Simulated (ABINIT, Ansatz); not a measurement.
# BeH2 (P-3m1): zone-centre phonons, part 2 of 2

Which modes does BeH2 (P-3m1) have at the zone centre?

ABINIT 10.8.3; DFT LDA, scalar-relativistic, plane waves, PseudoDojo norm-conserving pseudopotentials.

So far. Step 3 (Self-consistent run for the response): The cell stands at -0.73 GPa: the relaxation ran with a smoothed and higher cutoff and on another k mesh. Step 5 (Zone-centre response): The acoustic modes at Γ come out as far as 0.5 cm⁻¹ from zero, where they should vanish, a small numerical error; the Born charges miss their sum rule by 0.015 e, which is good. The relaxed cell has a = 2.289, c = 3.922 Å (conventional setting).

The structure was built from a prototype and need not be the compound's stable phase.

**6. Zone-centre analysis**

anaddb reads the merged derivatives, imposes the acoustic sum rule and charge neutrality, and adds the LO-TO term along chosen directions.

The input, anaddb.abi:

```
ddb_filepath "gamma_DDB"
output_file "anaddb.abo"
outdata_prefix "anaddb"
asr 1
chneut 1
enunit 2
eivec 1
nph1l 1
qph1l 0.0 0.0 0.0 1.0
dieflag 1
nph2l 3
qph2l 
    1.0 0.0 0.0 0.0
    0.0 0.0 1.0 0.0
    1.0 1.0 1.0 0.0
```

The input, mrgddb.in:

```
gamma_DDB
merged
2
dfpt_gammao_DS2_DDB
gso_DDB
```

Started as:

```
> mrgddb < mrgddb.in > mrgddb.log
> OMP_NUM_THREADS=1 anaddb anaddb.abi > anaddb.log
```

anaddb.abo, the main output file:

```text
[banners, grids, parts of the stress and lines that vanish by symmetry left out]
-outvars_anaddb: echo values of input variables ----------------------

 Flags :
[...]
Dielectric Tensor and Effective Charges
[...]
Effective charge tensors after
[...]
Phonon wavevector (reduced coordinates) :  0.00000  0.00000  0.00000
 Phonon energies in Hartree :
[...]
Phonon energies in meV     :
-  0.000000E+00  0.000000E+00  0.000000E+00  9.541555E+01  9.541555E+01
-  1.623359E+02  1.623359E+02  1.626317E+02  1.718351E+02
 Phonon frequencies in cm-1    :
-  0.000000E+00  0.000000E+00  0.000000E+00  7.695783E+02  7.695783E+02
-  1.309327E+03  1.309327E+03  1.311713E+03  1.385943E+03
 Phonon frequencies in Thz     :
-  0.000000E+00  0.000000E+00  0.000000E+00  2.307138E+01  2.307138E+01
-  3.925265E+01  3.925265E+01  3.932418E+01  4.154954E+01
 Phonon energies in Kelvin  :
-  0.000000E+00  0.000000E+00  0.000000E+00  1.107251E+03  1.107251E+03
-  1.883830E+03  1.883830E+03  1.887263E+03  1.994063E+03
[...]
-  1  0.00000000E+00 -2.06710167E-06 -7.05294230E-03
-     0.00000000E+00  0.00000000E+00  0.00000000E+00
-  2  0.00000000E+00 -2.06710039E-06 -7.05294231E-03
-     0.00000000E+00  0.00000000E+00  0.00000000E+00
-  3  0.00000000E+00 -2.06710039E-06 -7.05294231E-03
-     0.00000000E+00  0.00000000E+00  0.00000000E+00
[...]
-  1  2.68967474E-07  7.05294309E-03 -2.06709922E-06
-     0.00000000E+00  0.00000000E+00  0.00000000E+00
-  2  2.68967307E-07  7.05293873E-03 -2.06709922E-06
-     0.00000000E+00  0.00000000E+00  0.00000000E+00
-  3  2.68967307E-07  7.05293873E-03 -2.06709922E-06
-     0.00000000E+00  0.00000000E+00  0.00000000E+00
[...]
-  1  7.05294339E-03 -2.68950460E-07  0.00000000E+00
-     0.00000000E+00  0.00000000E+00  0.00000000E+00
-  2  7.05293903E-03 -2.68950294E-07  0.00000000E+00
-     0.00000000E+00  0.00000000E+00  0.00000000E+00
-  3  7.05293903E-03 -2.68950294E-07  0.00000000E+00
-     0.00000000E+00  0.00000000E+00  0.00000000E+00
[...]
-  1  9.16914316E-04 -3.20720885E-03  0.00000000E+00
-     0.00000000E+00  0.00000000E+00  0.00000000E+00
[...]
-     0.00000000E+00  0.00000000E+00  0.00000000E+00
[...]
-     0.00000000E+00  0.00000000E+00  0.00000000E+00
[...]
-     0.00000000E+00  0.00000000E+00  0.00000000E+00
[...]
-     0.00000000E+00  0.00000000E+00  0.00000000E+00
[...]
-     1          0.000000    -0.000000     0.000000     0.000000
-     2          0.000000     0.000001     0.000000     0.000001
-     3          0.000001    -0.000000    -0.000000     0.000001
-     4          0.520460    -1.820479    -0.000000     1.893416
-     5          1.820479     0.520460    -0.000000     1.893416
-     6          0.000000     0.000000    -0.000000     0.000000
-     7          0.000000     0.000000     0.000000     0.000000
[...]
-   1     Real    0.0000E+00  0.0000E+00  0.0000E+00  0.0000E+00  0.0000E+00  0.0000E+00  0.0000E+00
[...]
-   2     Real    0.0000E+00  0.0000E+00  0.0000E+00  0.0000E+00  0.0000E+00  0.0000E+00  0.0000E+00
[...]
-   3     Real    0.0000E+00  0.0000E+00  0.0000E+00  0.0000E+00  0.0000E+00  0.0000E+00  0.0000E+00
[...]
-   4     Real    1.2349E-04  1.5109E-03  0.0000E+00 -4.3196E-04  0.0000E+00  0.0000E+00  1.6344E-03
[...]
-   5     Real    1.5109E-03  1.2349E-04  0.0000E+00  4.3196E-04  0.0000E+00  0.0000E+00  1.6344E-03
[...]
-   6     Real    0.0000E+00  0.0000E+00  0.0000E+00  0.0000E+00  0.0000E+00  0.0000E+00  0.0000E+00
[...]
-   7     Real    0.0000E+00  0.0000E+00  0.0000E+00  0.0000E+00  0.0000E+00  0.0000E+00  0.0000E+00
[...]
Phonon at Gamma, with non-analyticity in the
[...]
Phonon energies in Hartree :
[...]
Phonon energies in meV     :
-  0.000000E+00  0.000000E+00  0.000000E+00  9.541555E+01  1.623359E+02
[...]
Phonon frequencies in cm-1    :
-  0.000000E+00  0.000000E+00  0.000000E+00  7.695783E+02  1.309327E+03
[...]
Phonon frequencies in Thz     :
-  0.000000E+00  0.000000E+00  0.000000E+00  2.307138E+01  3.925265E+01
[...]
Phonon energies in Kelvin  :
-  0.000000E+00  0.000000E+00  0.000000E+00  1.107251E+03  1.883830E+03
[...]
Phonon at Gamma, with non-analyticity in the
[...]
Phonon energies in Hartree :
[...]
Phonon energies in meV     :
-  0.000000E+00  0.000000E+00  0.000000E+00  9.541555E+01  9.541555E+01
[...]
Phonon frequencies in cm-1    :
-  0.000000E+00  0.000000E+00  0.000000E+00  7.695783E+02  7.695783E+02
[...]
Phonon frequencies in Thz     :
-  0.000000E+00  0.000000E+00  0.000000E+00  2.307138E+01  2.307138E+01
[...]
Phonon energies in Kelvin  :
-  0.000000E+00  0.000000E+00  0.000000E+00  1.107251E+03  1.107251E+03
[...]
Phonon at Gamma, with non-analyticity in the
[...]
Phonon energies in Hartree :
[...]
Phonon energies in meV     :
-  0.000000E+00  0.000000E+00  0.000000E+00  9.541555E+01  1.485909E+02
[...]
Phonon frequencies in cm-1    :
-  0.000000E+00  0.000000E+00  0.000000E+00  7.695783E+02  1.198466E+03
[...]
Phonon frequencies in Thz     :
-  0.000000E+00  0.000000E+00  0.000000E+00  2.307138E+01  3.592912E+01
[...]
Phonon energies in Kelvin  :
-  0.000000E+00  0.000000E+00  0.000000E+00  1.107251E+03  1.724326E+03
[...]
-  2  7.05049639E-03  1.85649704E-04  3.62447806E-07
-     0.00000000E+00  0.00000000E+00  0.00000000E+00
-  3  7.05049639E-03  1.85649704E-04  3.62447806E-07
-     0.00000000E+00  0.00000000E+00  0.00000000E+00
[...]
-  1  0.00000000E+00  0.00000000E+00  0.00000000E+00
-     0.00000000E+00  0.00000000E+00  0.00000000E+00
-  2  4.53642360E-03 -1.58603313E-02  0.00000000E+00
-     0.00000000E+00  0.00000000E+00  0.00000000E+00
-  3 -4.53642360E-03  1.58603313E-02  0.00000000E+00
-     0.00000000E+00  0.00000000E+00  0.00000000E+00
[...]
-  1  0.00000000E+00  0.00000000E+00  0.00000000E+00
-     0.00000000E+00  0.00000000E+00  0.00000000E+00
-  2  1.58603313E-02  4.53642360E-03  0.00000000E+00
-     0.00000000E+00  0.00000000E+00  0.00000000E+00
-  3 -1.58603313E-02 -4.53642360E-03  0.00000000E+00
-     0.00000000E+00  0.00000000E+00  0.00000000E+00
[...]
Direction                     Dielectric constant
[...]
0.00000   0.00000   1.00000      4.13351673
   1.00000   1.00000   1.00000     15.19571350
-
```

Run time: 0.5 s. Hardware: 1 thread of Arm Neoverse V1, shared host.

This step gave:

- mean static dielectric constant: 15.20
- highest mode moved by the LO-TO term: 1370 cm⁻¹

No LO-TO term; unit eigenvectors of the mass-weighted matrix, from anaddb's displacements. The modes at Γ (shares of kinetic energy by element, %):

| mode | frequency (cm⁻¹) | Be % | H % |
| --- | --- | --- | --- |
| 1 | 0.0 | 82 | 18 |
| 2 | 0.0 | 82 | 18 |
| 3 | 0.0 | 82 | 18 |
| 4 | 769.6 | 18 | 82 |
| 5 | 769.6 | 18 | 82 |
| 6 | 1309.3 | 0 | 100 |
| 7 | 1309.3 | 0 | 100 |
| 8 | 1311.7 | 18 | 82 |
| 9 | 1385.9 | 0 | 100 |

Displacements in mode 4 (769.6 cm⁻¹), the largest set to 1:
```
Be1  0.06 -0.22  0.00
H2  -0.29  1.00  0.00
H3  -0.29  1.00  0.00
```

Displacements in mode 6 (1309.3 cm⁻¹), the largest set to 1:
```
Be1  0.00  0.00  0.00
H2   0.29 -1.00  0.00
H3  -0.29  1.00  0.00
```

Static dielectric tensor (ions relaxed, fixed cell):

```
20.73  0.00  0.00
 0.00 20.73  0.00
 0.00  0.00  4.13
```

The rule moves no optical mode by more than 0.1 cm⁻¹.

**7. The same in Ansatz**

The same cell, potentials and cutoff go through another code, on another k mesh. Its k mesh is centred on Γ.

This step: DFT LDA, scalar-relativistic, plane waves, PseudoDojo norm-conserving pseudopotentials (Ansatz 0.2.0).

The input, input.yaml:

```yaml
crystal:
  lattice:
    - [2.2890613335, 0.0, 0.0]
    - [-1.1445306667, 1.9823852656, 0.0]
    - [0.0, 0.0, 3.9217776333]
  atoms:
    - { symbol: Be, position: [0.0, 0.0, 0.0] }
    - { symbol: H, position: [0.3333333333, 0.6666666667, 0.2241311228] }
    - { symbol: H, position: [0.6666666667, 0.3333333333, 0.7758688772] }
kpoints:
  mp_grid: { grid: [9, 9, 6] }
hamiltonian:
  xc: lda
  pseudopotentials: { kind: nc, accuracy: standard }
scf:
  occupations: { method: fixed }
output:
  eigenvalues: true
basis:
  ecutwfc: 1034.033
phonons:
  method: dfpt
  dielectric: true
  rigid_motions: translations
```

Started as:

```
> ansatz run input.yaml --threads 4 --pin off --max-ram 8192MiB --backend cpu --events-out ev --progress --plain --runs-dir out
```

Log:

```text
Warning: basis.ecutwfc = 1034.033 eV is below the records' recommended 1197.300995 eV, and the density's cutoff is lower with it unless basis.ecutrho_ratio is high enough to keep the records' density cutoff: compare with a run at a higher cutoff
Engine: ansatz 0.2.0, aarch64-unknown-linux-gnu
Pseudopotentials: kind: nc
Pseudopotential: Be, nc, valence charge 4, recommended cutoff 1197.300995 eV (normal), Be.nc.azcp (PseudoDojo's, or run here from an input of PseudoDojo's; its table is named by hamiltonian.pseudopotentials.accuracy)
Pseudopotential: H, nc, valence charge 1, recommended cutoff 1006.821291 eV (normal), H.nc.azcp (PseudoDojo's, or run here from an input of PseudoDojo's; its table is named by hamiltonian.pseudopotentials.accuracy)
Functional definition: SPW92
  exchange = slater_x
  correlation = pw_c
Crystal: 3 atoms, lattice volume = 17.796 Å³
Basis set: ecut = 1034.033 eV, 1305 PW (Γ), exchange–correlation on 50×50×90 points (8 copies of the dense FFT grid, shifted against one another)
Bands: 7, of which v1, the nominal top of the filled ones, is band 3 counted from 1 (2 counted from 0)
Symmetry: 12 space group operations
k-points: 140 of 486 (irreducible under 2 space group operations, time reversal used)
Non-local potential: Be, projectors of the file, l = 0: 2, l = 1: 2
Non-local potential: H, projectors of the file, l = 0: 2, l = 1: 1
Initial density: superposition of atomic densities (chi_scale 0.1, normalization cell, long waves kept (reshape's long-wave potential 0.03 eV rms))
Initial wavefunctions: pseudopotential atomic-orbital guess
Functional: x = slater, c = lda
SCF iter   1: F=—  HF=-408.059875 eV  |F-HF|=—  |Δ(HF+E_count)|=         —  Δρ=9.01e-2  dr2=1.36e0  ethr=3.10e-3  ⟨swp⟩=4.4  Hψ=7655  notcnv=0  defer=265
preconditioner: auto → none  [insulator: Δε(μ)=4.201 eV  Ē_g=14.919 eV  n_scr=2 (ndim 8)  ℏωp=17.6 eV  f_vac=0.000  ε∞_Penn≈2.4]
SCF iter   2: F=—  HF=-407.573969 eV  |F-HF|=—  |Δ(HF+E_count)|=   4.86e-1  Δρ=3.73e-2  dr2=1.50e-1  ethr=3.10e-3  ⟨swp⟩=2.3  Hψ=2480  notcnv=0  defer=257
SCF iter   3: F=—  HF=-407.522400 eV  |F-HF|=—  |Δ(HF+E_count)|=   5.16e-2  Δρ=3.96e-3  dr2=1.70e-3  ethr=2.50e-3  ⟨swp⟩=2.8  Hψ=1421  notcnv=0  defer=258
SCF iter   4: F=—  HF=-407.522009 eV  |F-HF|=—  |Δ(HF+E_count)|=   3.91e-4  Δρ=7.59e-4  dr2=3.24e-5  ethr=2.84e-5  ⟨swp⟩=2.6  Hψ=1464  notcnv=0  defer=275
SCF iter   5: F=—  HF=-407.522014 eV  |F-HF|=—  |Δ(HF+E_count)|=   5.06e-6  Δρ=2.19e-5  dr2=7.74e-8  ethr=5.40e-7  ⟨swp⟩=1.1  Hψ=1001  notcnv=0  defer=184
SCF iter   6: F=—  HF=-407.522014 eV  |F-HF|=—  |Δ(HF+E_count)|=   1.36e-7  Δρ=4.28e-6  dr2=1.04e-9  ethr=1.29e-9  ⟨swp⟩=2.0  Hψ=1278  notcnv=0  defer=75
SCF iter   7: F=-407.522014 eV  HF=-407.522014 eV  |F-HF|=5.00e-12  |Δ(HF+E_count)|=  3.47e-10  Δρ=3.82e-7  dr2=1.65e-11  ethr=1.67e-12  ⟨swp⟩=8.0  Hψ=5326  notcnv=0
SCF 1 converged in 7 iterations: F = -407.522014 eV  dr2 = 1.65e-11
NSCF: frozen V_eff on 4 k-points
DFPT response loops at Γ: preconditioner auto → none (the input reference at scf.mixing.eps_inf says where Resta's filter doesn't serve); β = 0.50; Broyden in place of MSR1
── the response to a field inside a basis, on 10×10×6 k-points: an SCF that follows is theirs, and a resumed run solves both again ──
Bands: 4, of which v1, the nominal top of the filled ones, is band 3 counted from 1 (2 counted from 0)
k-points: 165 of 600 (irreducible under 4 space group operations)
Initial density: handed on by an earlier stage of this run
Initial wavefunctions: pseudopotential atomic-orbital guess (no wavefunctions were taken with the density)
Eigensolver: Dense (165 Hₖ)
SCF iter   1: F=—  HF=-407.525150 eV  |F-HF|=—  |Δ(HF+E_count)|=         —  Δρ=1.05e-3  dr2=8.38e-6  ethr=1.00e-1
preconditioner: auto → none  [insulator: Δε(μ)=3.594 eV  Ē_g=10.208 eV  n_scr=2 (ndim 8)  ℏωp=17.6 eV  f_vac=0.000  ε∞_Penn≈4.0]
SCF iter   2: F=—  HF=-407.525150 eV  |F-HF|=—  |Δ(HF+E_count)|=   2.71e-7  Δρ=5.10e-4  dr2=1.90e-6  ethr=1.40e-7
SCF iter   3: F=-407.525150 eV  HF=-407.525150 eV  |F-HF|=1.03e-10  |Δ(HF+E_count)|=   6.60e-8  Δρ=9.95e-6  dr2=1.45e-9  ethr=3.17e-8
SCF 1 converged in 3 iterations: F = -407.525150 eV  dr2 = 1.45e-9
DFPT response loops at Γ: mixed as the last ones told, above
WARN: field response: ε∞ stands inside a basis, on 10×10×6 points; the force constants stand on the 9×9×6 k-mesh, whose period is 11.92 times the interband length at k = (0.0000, 0.4444, -0.3333), direct gap 3.829 eV, under 14: take them and everything formed from them as unconverged, and compare with a denser kpoints.mp_grid
SCF converged after 7 iterations
Free energy (F): -407.522014 eV
Harris-Foulkes:  -407.522014 eV  (|F-HF|=5.00e-12)
Internal energy: -407.522014 eV  (E = F + TS)
E sigma→0 (E₀):  -407.522014 eV
Fermi energy:    1.762531 eV
--- Per-component energies (eV) ---
  E_band       = -199.194939
  E_kinetic    = 264.952680
  E_local      = -312.781965  (includes V_loc(G=0)·N_el)
  E_nonlocal   = -230.375608
  E_hartree    = 93.529377
  E_xc         = -82.418144
  E_vxc        = -108.048786  (∫ρ·V_xc dr)
  E_ewald      = -140.428353
  E_smearing   = -0.000000  (= −TS)
  E_closure    = 0.000000  (closes the sum)
  Σ components = -407.522014   (vs F -407.522014, Δ=0.00e0)
--- Band table (eV; the first three rows and the last of 140) ---
  k-point 0: bands = ["-95.2012", "-8.2619", "-2.2131", "6.3240", "19.9303", "19.9303", "22.7937"]
  k-point 1: bands = ["-95.2015", "-8.0974", "-2.8297", "7.4696", "19.9490", "19.9490", "22.3019"]
  k-point 2: bands = ["-95.2014", "-7.6806", "-3.9616", "10.2233", "18.4615", "19.9871", "19.9871"]
  k-point 139: bands = ["-95.1896", "-3.6311", "0.2065", "7.3118", "11.5578", "13.1759", "13.9750"]
--- Phonons (Γ-DFPT): 4 representative perturbations + reference, on 140 of 486 k-points (Σ response iterations 13) ---
  k mesh reduced under 2 symmetry operations, with k and −k counted as one. Each operation leaves every solved perturbation unchanged. A smaller set is not considered because the run solves the response to a homogeneous field
  ASR residual: 2.160e-4 → 0.000e0 eV/Å²; symmetrization residual: 2.066e-6 eV/Å²
  ASR residual per site (eV/Å²): 2.16e-4 1.32e-4 1.32e-4
  Γ frequencies (cm⁻¹): 0.00 0.00 0.00 769.56 769.56 1309.29 1309.29 1311.81 1386.01
  ε∞ (high-frequency dielectric tensor):
        6.910097     0.000000     0.000000
        0.000000     6.910097    -0.000000
       -0.000000    -0.000000     3.795241
  ε⁰ (static dielectric tensor: ions relaxed, cell fixed):
       20.912662    -0.000000     0.000000
       -0.000000    20.912662    -0.000000
        0.000000    -0.000000     4.142456
  ε⁰ − ε∞ (ionic part):
       14.002565    -0.000000     0.000000
       -0.000000    14.002565    -0.000000
        0.000000    -0.000000     0.347214
  softest optical mode at Γ: 769.56 cm⁻¹; the repairs (sum rule, projections) moved no ω² at Γ by more than (6.37 cm⁻¹)²
  Born effective charges Z* (e; rows j = field, columns β = displacement):
    site 0:
         2.22283    0.00000   -0.00000
         0.00000    2.22283    0.00000
         0.00000   -0.00000    0.59667
    site 1:
        -1.11141   -0.00000    0.00000
        -0.00000   -1.11141   -0.00000
        -0.00000    0.00000   -0.29833
    site 2:
        -1.11141   -0.00000    0.00000
        -0.00000   -1.11141   -0.00000
        -0.00000    0.00000   -0.29833
  Z* charge neutrality: 3.058e-3 e pre-enforcement
  solved inside a basis spanned on kpoints, on 10×10×6 k-points, its susceptibility summed on 18×18×10: ε∞ is read to err by 2.5e-2, Z* by 1.5e-2 e (field_mesh: kpoints solves on kpoints); Z* is corrected for what the basis lacks
  optical modes at Γ without the LO–TO term, one row a degenerate level:
      ω (cm⁻¹)  modes    IR ((D/Å)²/amu)
        769.56      2           138.3841
       1309.29      2             0.0000
       1311.81      1             4.9855
       1386.01      1             0.0000
  optical modes at Γ + LO–TO along q̂ = [1.0000, 0.0000, 0.0000]:
      ω (cm⁻¹)  modes    IR ((D/Å)²/amu)
        769.56      1            69.1921
       1309.29      2             0.0000
       1311.81      1             4.9855
       1338.76      1            69.1921
       1386.01      1             0.0000
  optical modes at Γ + LO–TO along q̂ = [0.0000, 1.0000, 0.0000]:
      ω (cm⁻¹)  modes    IR ((D/Å)²/amu)
        769.56      1            69.1921
       1309.29      2             0.0000
       1311.81      1             4.9855
       1338.76      1            69.1921
       1386.01      1             0.0000
  optical modes at Γ + LO–TO along q̂ = [0.0000, 0.0000, 1.0000]:
      ω (cm⁻¹)  modes    IR ((D/Å)²/amu)
        769.56      2           138.3841
       1309.29      2             0.0000
       1370.51      1             4.9855
       1386.01      1             0.0000
```

Wall time 11 s (4 threads); peak memory 0.45 GiB; 43 s of CPU time.

Numbers from this step:

```yaml
sum_rule_residual_before_enforcement: 2.16e-4 eV/Å²
miss_of_the_charge_sum_rule: 0.003058 e
estimated_error_of_the_dielectric_tensor: 0.02542
estimated_error_of_the_born_charges: 0.01489 e
mean_high_frequency_dielectric_constant: 5.872
largest_born_charge_in_size_third_of_the_trace: 1.681 e
mean_static_dielectric_constant: 15.32
highest_mode_moved_by_the_lo_to_term: 1371 cm⁻¹
```

Transverse modes. Infrared lines, with heights relative to the strongest:

| position (cm⁻¹) | label | IR intensity ((D/Å)²/amu), degenerate modes summed, relative |
| --- | --- | --- |
| 770 | Eu | 100 |
| 1309 | Eg | 0.0 |
| 1312 | A2u | 3.6 |
| 1386 | A1g | 0.0 |

The log warns that the force constants on this k mesh are to be taken as unconverged.

**8. Side by side: ABINIT PseudoDojo and Ansatz, PseudoDojo**

Worked out from the results:

- root-mean-square difference: 0.06 cm⁻¹
- largest difference: 0.1 cm⁻¹

Frequencies side by side, by row:

| q (reciprocal lattice) | mode | ABINIT PseudoDojo (cm⁻¹) | Ansatz, PseudoDojo (cm⁻¹) |
| --- | --- | --- | --- |
| 0 0 0 | 1 | 0 | 0 |
| 0 0 0 | 2 | 0 | 0 |
| 0 0 0 | 3 | 0 | 0 |
| 0 0 0 | 4 | 769.6 | 769.6 |
| 0 0 0 | 5 | 769.6 | 769.6 |
| 0 0 0 | 6 | 1309 | 1309 |
| 0 0 0 | 7 | 1309 | 1309 |
| 0 0 0 | 8 | 1312 | 1312 |
| 0 0 0 | 9 | 1386 | 1386 |

The two runs side by side. Further quantities:

| quantity | ABINIT PseudoDojo | Ansatz, PseudoDojo |
| --- | --- | --- |
| mean ε∞ | 5.807 | 5.872 |
| largest Born charge in size (e; the first before, the second after the charge sum rule) | 1.679 | 1.681 |

At the zone centre the largest difference (acoustic modes at Γ apart) is 0.007 % of the highest mode.

**9. Results**

```yaml
space_group_after_relaxation: P-3m1
volume_per_atom: 5.93 Å³
highest_optical_zone_centre_mode_no_lo_to_term: 1386 cm⁻¹
lowest_optical_zone_centre_mode: 769.6 cm⁻¹
highest_mode_moved_by_the_lo_to_term: 1370 cm⁻¹
mean_high_frequency_dielectric_constant: 5.81
largest_born_charge_in_size_third_of_the_trace: 1.68 e
mean_static_dielectric_constant: 15.2
imaginary_optical_modes_at_the_zone_centre_no_q_mesh_in_this_session: none
largest_difference_from_ansatz_pseudodojo: 0.1 cm⁻¹
```

In words: At the LDA level the optical modes of BeH2 (P-3m1) at the zone centre (no LO-TO term) run from 770 to 1386 cm⁻¹. The base run prints -0.73 GPa, mostly the error of a finite basis; the relaxation, with a smoothed and higher cutoff, had brought the cell to rest. Along the directions run, the highest mode that the macroscopic field moves lies at 1370 cm⁻¹. Lattice motion raises the mean dielectric constant from 5.807 to 15.20. ABINIT PseudoDojo and Ansatz, PseudoDojo agree to 0.10 cm⁻¹ (0.007 % of the highest mode compared) on all solved modes but the acoustic ones at Γ, without the LO-TO term. These are harmonic frequencies at zero temperature: anharmonic shifts and linewidths and thermal expansion are left out. Ansatz warns that the cutoff lies 14 % under the one recommended for these files; agreement at one cutoff is not convergence. Ansatz's log warns that force constants on this k mesh are to be taken as unconverged. The structure is a hypothetical one, built on a prototype.

[Host names and launcher messages were left out of these logs when they were recorded.]

[Logs are printed without paths, hosts, clocks, repeated set-up lines and the standing remarks that a program may print on its own settings, such as how far it seeks lower states.]

[Hosts, paths, dates, database ids (printed as entryN), source tags and the programs' standing remarks are cut or masked in the printed files.]
